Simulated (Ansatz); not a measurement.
**La2O3 (P-3m1): band gap by G0W0 on PBE**

Aim: the quasiparticle gap of La2O3 (P-3m1), starting from PBE.

Method: PBE, then G0W0 on it, plane waves, PAW, in Ansatz 0.2.0.

## (1) Starting point

The structure is trigonal, space group P-3m1 (No. 164). The conventional cell has a = 3.931 Å, b = 3.931 Å, c = 6.112 Å, α = 90.00°, β = 90.00°, γ = 120.00°. La has 7 O at 2.36 to 2.72 Å nearest. Nearest to O lie 4 La at 2.36 to 2.44 Å. Nearest to O lie 6 La at 2.72 Å. Farther neighbours and most contacts between anions are not listed.

The cell and positions are those that the Materials Project relaxed with its own functionals (PBE, PBE+U or r2SCAN), kept fixed. Spin-orbit coupling is left out unless a step names it. The default PAW set here is soft_2. Its files were made with PBE.

## (2) Bands along the symmetry lines

Levels along a band path and on the mesh show where this functional puts the band edges.

This step: DFT, PBE, plane waves, PAW.

Contents of input.yaml:

```yaml
crystal:
  lattice:
    - [3.930777878, 0.0, 0.0]
    - [-1.965388939, 3.404153499, 0.0]
    - [0.0, 0.0, 6.11195352]
  atoms:
    - { symbol: La, position: [0.66666667, 0.33333333, 0.75376432] }
    - { symbol: La, position: [0.33333333, 0.66666667, 0.24623568] }
    - { symbol: O, position: [0.66666667, 0.33333333, 0.35410935] }
    - { symbol: O, position: [0.33333333, 0.66666667, 0.64589065] }
    - { symbol: O, position: [0.0, 0.0, 0.0] }
kpoints:
  mp_grid: { grid: [12, 12, 4] }
  band_path:
    path:
      - [[0.0, 0.0, 0.0], [0.5, 0.0, 0.0], [0.33333333, 0.33333333, 0.0], [0.0, 0.0, 0.0], [0.0, 0.0, 0.5], [0.5, 0.0, 0.5], [0.33333333, 0.33333333, 0.5], [0.0, 0.0, 0.5]]
      - [[0.5, 0.0, 0.5], [0.5, 0.0, 0.0]]
      - [[0.33333333, 0.33333333, 0.5], [0.33333333, 0.33333333, 0.0]]
    npoints: 10
hamiltonian:
  xc: pbe
scf:
  occupations: { method: fermi_dirac, width: 0.02 }
  n_extra_bands: 5
output:
  eigenvalues: true
  write_density: true
  write_potential: true
  elf: true
  volumetric_format: npy
```

Launch:

```
$ ansatz run input.yaml --threads 3 --pin off --max-ram 64512MiB --backend cuda --events-out ev --progress --plain --runs-dir out --devices 1 --max-vram 24GiB  # rebuilt from the run's record
```

Numbers of over 12 decimals in the logs are rounded to 6 here.

The log of the run:

```text
scf.n_extra_bands = 5 over 20 filled bands (N_el = 40.0): the run solves 25 bands
GPUs: using 1 of 1 available (devices: 1).
Engine: ansatz 0.2.0, x86_64-unknown-linux-gnu
Pseudopotentials: kind: paw
Pseudopotential: La, paw, valence charge 11, recommended cutoff 420 eV (normal), La.paw.azcp
Pseudopotential: O, paw, valence charge 6, recommended cutoff 420 eV (normal), O.paw.azcp
Functional definition: PBE
  parameter kappa = 0.804
  parameter beta = 0.066725
  exchange = pbe_x(kappa = kappa, mu = beta*pi^2/3)
  correlation = pbe_c(beta = beta)
device memory: the entry about to start is reckoned to put 3.0 GiB on a device that reports 73.4 GiB free (of which the cap on the GPU budget leaves the run 24.0 GiB)
GPU FFT provider: cuFFT
GPU libraries: cuBLAS 13.8.2, cuFFT 12.4.0, cuSOLVER 12.3.4
Crystal: 5 atoms, lattice volume = 81.784 Å³
Basis set: ecut = 420 eV, 1641 PW (Γ)
Bands: 25, of which v1, the nominal top of the filled ones, is band 20 counted from 1 (19 counted from 0)
Symmetry: 12 space group operations
Space group: P-3m1 (ITA 164), of the structure as read, at distance tolerance 4.3e-5 Å
k-points: 69 of 576
Non-local potential: La, projectors of the file, l = 0: 3, l = 1: 2, l = 2: 2, l = 3: 3
Non-local potential: O, projectors of the file, l = 0: 2, l = 1: 2, l = 2: 1
PAW form: soft (Blöchl's): semilocal exchange-correlation on the pseudo side does not see the compensation charge
PAW one-centre angular grid: La, 590 points (default); XC on 64 Gauss nodes
PAW one-centre angular grid: O, 110 points (default); XC on 64 Gauss nodes
Initial density: superposition of atomic densities (neutral atoms: chi_scale 0, normalization atom), corrected by the library's trained network
Initial wavefunctions: pseudopotential atomic-orbital guess
GPU buffer pool allocated for 32805 grid points (all kernels)
GPU transforms: local potential and band sums: pruned to the plane-wave sphere, on 25×27×45
Functional: x = pbe(κ = 0.804, μ = 0.219515), c = pbe(β = 0.066725)
SCF iter   1: F=—  HF=-14212.058581 eV  |F-HF|=—  |Δ(HF+E_count)|=         —  Δρ=2.32e-3  dr2=4.53e-3  ethr=1.77e-3  ⟨swp⟩=6.1  Hψ=8221  notcnv=0
preconditioner: auto → Resta (q_TF=auto, 2.422 Å⁻¹)  ε∞=4.9  [insulator: Δε(μ)=3.869 eV  Ē_g=12.506 eV  σ=0.020 eV  W_gap=1.00  n_scr=22 (ndim 8)  ℏωp=24.6 eV  f_vac=0.023  D(μ)=0.00/eV (n_scr^D=0)  ε∞_Penn≈4.9]
SCF iter   2: F=—  HF=-14212.059574 eV  |F-HF|=—  |Δ(HF+E_count)|=   9.93e-4  Δρ=1.43e-3  dr2=9.63e-4  ethr=1.13e-5  ⟨swp⟩=3.1  Hψ=4087  notcnv=0  defer=54
SCF iter   3: F=—  HF=-14212.060000 eV  |F-HF|=—  |Δ(HF+E_count)|=   4.26e-4  Δρ=6.57e-4  dr2=3.52e-4  ethr=2.41e-6  ⟨swp⟩=2.0  Hψ=2880  notcnv=0  defer=54
SCF iter   4: F=—  HF=-14212.060189 eV  |F-HF|=—  |Δ(HF+E_count)|=   1.90e-4  Δρ=1.04e-4  dr2=8.01e-6  ethr=8.79e-7  ⟨swp⟩=2.2  Hψ=2705  notcnv=0  defer=54
SCF iter   5: F=—  HF=-14212.060220 eV  |F-HF|=—  |Δ(HF+E_count)|=   3.02e-5  Δρ=7.77e-5  dr2=4.51e-6  ethr=2.00e-8  ⟨swp⟩=2.0  Hψ=2934  notcnv=0  defer=62
SCF iter   6: F=—  HF=-14212.060219 eV  |F-HF|=—  |Δ(HF+E_count)|=   5.99e-7  Δρ=2.12e-5  dr2=2.84e-7  ethr=1.13e-8  ⟨swp⟩=2.0  Hψ=2580  notcnv=0  defer=62
SCF iter   7: F=-14212.060219 eV  HF=-14212.060219 eV  |F-HF|=2.83e-8  |Δ(HF+E_count)|=   1.25e-7  Δρ=4.86e-6  dr2=2.02e-8  ethr=2.50e-10  ⟨swp⟩=10.3  Hψ=6285  notcnv=0
SCF 1 converged in 7 iterations: F = -14212.060219 eV  dr2 = 2.02e-8
  greatest PAW one-centre occupation: 0.973 electrons in one spin orbital (limit 2), on the La atom at site 1 (counted from 0), in its partial waves of l = 0
device memory: the entry about to start is reckoned to put 2.6 GiB on a device that reports 74.0 GiB free (of which the cap on the GPU budget leaves the run 24.0 GiB)
NSCF: frozen V_eff on 93 k-points, pencils in batches of 32, up to order 112
SCF converged after 7 iterations
Free energy (F): -14212.060219 eV
Harris-Foulkes:  -14212.060219 eV  (|F-HF|=2.83e-8)
Internal energy: -14212.060219 eV  (E = F + TS)
E sigma→0 (E₀):  -14212.060219 eV
Fermi energy:    11.643852 eV
--- Per-component energies (eV) ---
  E_band       = -6.403966
  E_kinetic    = 912.935837
  E_local      = -1532.902688  (includes V_loc(G=0)·N_el)
  E_nonlocal   = 336.613826
  E_hartree    = 547.314961
  E_xc         = -503.633001
  E_vxc        = -582.213142  (∫ρ·V_xc dr)
  E_paw        = -11307.953900  (= ΣΔE_a)
  E_vpaw       = -235.474291  (= ΣTr[D̂ρ^β])
  E_aug_tail   = 0.007195  (compensation charges beyond the density's cutoff)
  E_ewald      = -2664.442448
  E_smearing   = -0.000000  (= −TS)
  E_closure    = 0.000000  (closes the sum)
  Σ components = -14212.060219   (vs F -14212.060219, Δ=0.00e0)
--- Band table (eV; the first three rows and the last of 69) ---
  k-point 0: bands = [... 16 lower, 8.0512, 9.3278, 9.3278, 9.5904, 13.9924, 14.2808, 14.2808, 14.8589, ... 1 higher]
  k-point 1: bands = [... 16 lower, 8.4163, 9.2947, 9.3731, 9.3731, 14.1284, 14.3412, 14.3412, 14.8332, ... 1 higher]
  k-point 2: bands = [... 16 lower, 8.6998, 8.9253, 9.4245, 9.4245, 14.3519, 14.3960, 14.3960, 14.6287, ... 1 higher]
  k-point 68: bands = [... 16 lower, 9.1507, 9.4341, 9.4341, 9.4832, 13.9465, 14.5203, 14.5811, 14.5811, ... 1 higher]
```

Run time: 7 s. Hardware: 1 × NVIDIA H100 80GB HBM3 (shared by 3 runs) with 3 threads of AMD EPYC 7R13 (Zen 3), shared host; peak memory 1 GiB; 15 s of CPU time.

The column dr2 measures how far the density is from self-consistency, as an energy; F and HF (Harris–Foulkes) agree once it is small.

Numbers from this step:

```
filled bands         : 20
gap                  : 3.841 eV
valence top at       : L
conduction bottom at : M
least direct gap     : 3.966 eV
```

Over mesh and path the gap is 3.841 eV, from k = (0.500, 0.000, 0.500) to k = (0.500, 0.000, 0.000). The least direct gap found is 3.966 eV, at k = (0.333, 0.333, 0.000).

Electronic bands along the path, in eV, zero at the top of the highest nominally filled band:

```tsv
point	band 17	band 18	band 19	band 20	band 21	band 22	band 23	band 24
Γ	-1.66	-0.38	-0.38	-0.12	4.28	4.57	4.57	5.15
halfway	-0.98	-0.89	-0.38	-0.23	4.19	4.64	4.89	5.19
M	-0.74	-0.66	-0.41	-0.30	3.84	4.66	5.10	5.14
halfway	-0.80	-0.66	-0.48	-0.33	3.90	4.59	4.95	5.02
K	-0.82	-0.82	-0.79	-0.11	3.86	4.70	4.70	4.93
halfway	-0.92	-0.79	-0.56	-0.18	4.18	4.55	4.95	5.13
Γ	-1.66	-0.38	-0.38	-0.12	4.28	4.57	4.57	5.15
halfway	-1.30	-0.42	-0.34	-0.34	4.42	4.63	4.63	5.12
A	-1.01	-0.79	-0.29	-0.29	4.64	4.68	4.68	4.92
halfway	-1.29	-0.54	-0.31	-0.11	4.41	4.80	4.84	5.00
L	-0.96	-0.71	-0.37	0.00	4.37	4.59	4.99	5.13
halfway	-0.85	-0.59	-0.18	-0.07	4.41	4.51	4.96	5.05
H	-0.56	-0.28	-0.28	-0.23	4.23	4.81	4.87	4.87
halfway	-1.08	-0.58	-0.26	-0.10	4.48	4.67	4.87	5.05
A	-1.01	-0.79	-0.29	-0.29	4.64	4.68	4.68	4.92
jump to L	-0.96	-0.71	-0.37	0.00	4.37	4.59	4.99	5.13
halfway	-0.86	-0.55	-0.39	-0.20	4.07	4.67	5.04	5.15
M	-0.74	-0.66	-0.41	-0.30	3.84	4.66	5.10	5.14
jump to H	-0.56	-0.28	-0.28	-0.23	4.23	4.81	4.87	4.87
halfway	-0.69	-0.48	-0.48	-0.16	4.01	4.80	4.80	4.89
K	-0.82	-0.82	-0.79	-0.11	3.86	4.70	4.70	4.93
```

Electrostatic potential energy in the ac plane at fractional y = 0.333, with atoms of La and O within 0.2 Å of it. With pseudopotentials it is smooth inside the atoms' cores, unlike the true potential.

Ten even steps from '0' (-34 eV) to '9' (14 eV), each cell a mean:
```
99999998877889
99999987545688
99999863100257
89999750010036
89999730264026
89999740153026
99999851000047
99999874212468
99999987666789
99999999888999
99999999988999
99999998534799
99889996100499
88888995100389
87778897312599
87777899867999
87778899999999
88888999999999
99999999999999
99999999999999
99999999999999
```
Columns run along a (3.9 Å; values clipped at the 3rd and 97th percentile), rows up along c (6.1 Å). Atoms in or near the plane, at fractional coordinates: La at (0.67, 0.75), O at (0.67, 0.35).

ELF in the ac plane at fractional y = 0.333, with atoms of La and O within 0.2 Å of it. It is the smooth field of the valence electrons, not physical close to the nuclei.

Ten even steps from '_' (0.03) to '@' (0.84), each cell a mean:
```
::======::____::==++++--..__
..::--::..__::##@@@@@@%%==..
__________::**@@@@@@@@@@%%==
..________==%%@@##==++@@@@**
..______..++@@%%--__..##@@##
....::::..==@@%%==__::##@@**
..::==--..--##@@%%**##@@%%==
..--++==::..==%%@@@@@@@@**::
..--++==::__..--++**++==..__
__..::::..____..::::::..____
____________::++######**--..
__________::++@@@@@@@@@@##--
____....__::**@@%%**##@@%%==
..::==--..::**@@%%==**@@%%--
::==****--..==@@@@%%%%@@**::
::++##**==..::##@@@@@@%%==..
::==++++--....==**%%##++..__
..::::::..____..::==--..____
__......____________________
..::::::....________________
::--====--..______________..
```
Columns run along a (3.9 Å), rows up along c (6.1 Å). Atoms in or near the plane, at fractional coordinates: La at (0.67, 0.75), O at (0.67, 0.35).

[end of part 1 of 3]

[Paths, hosts, dates, memory and timing lines, banners, echoed tables and standing remarks are left out of the program output.]

[Logs are printed without paths, hosts, clocks, repeated set-up lines and the standing remarks that a program may print on its own settings, such as how far it seeks lower states.]

[Runs of the session that timed out or met a known fault of the program may be left out.]

[Cells called generated may have been cut or substituted from an entry of the Crystallography Open Database or the Materials Project.]

[Hosts, paths, dates, database ids (printed as entryN), source tags and the programs' standing remarks are cut or masked in the printed files.]

[Where an RPA ε∞ is given, it is that of the G0W0 mesh and is not shown converged in it. Names of k-points follow the symmetry that the program found, which can be lower than the space group named. Band edges on a path are those of the sampled points; other points can move an edge, and change direct to indirect where valleys lie close.]

[Hybrid gaps are those of their k-mesh and are not shown converged in it.]
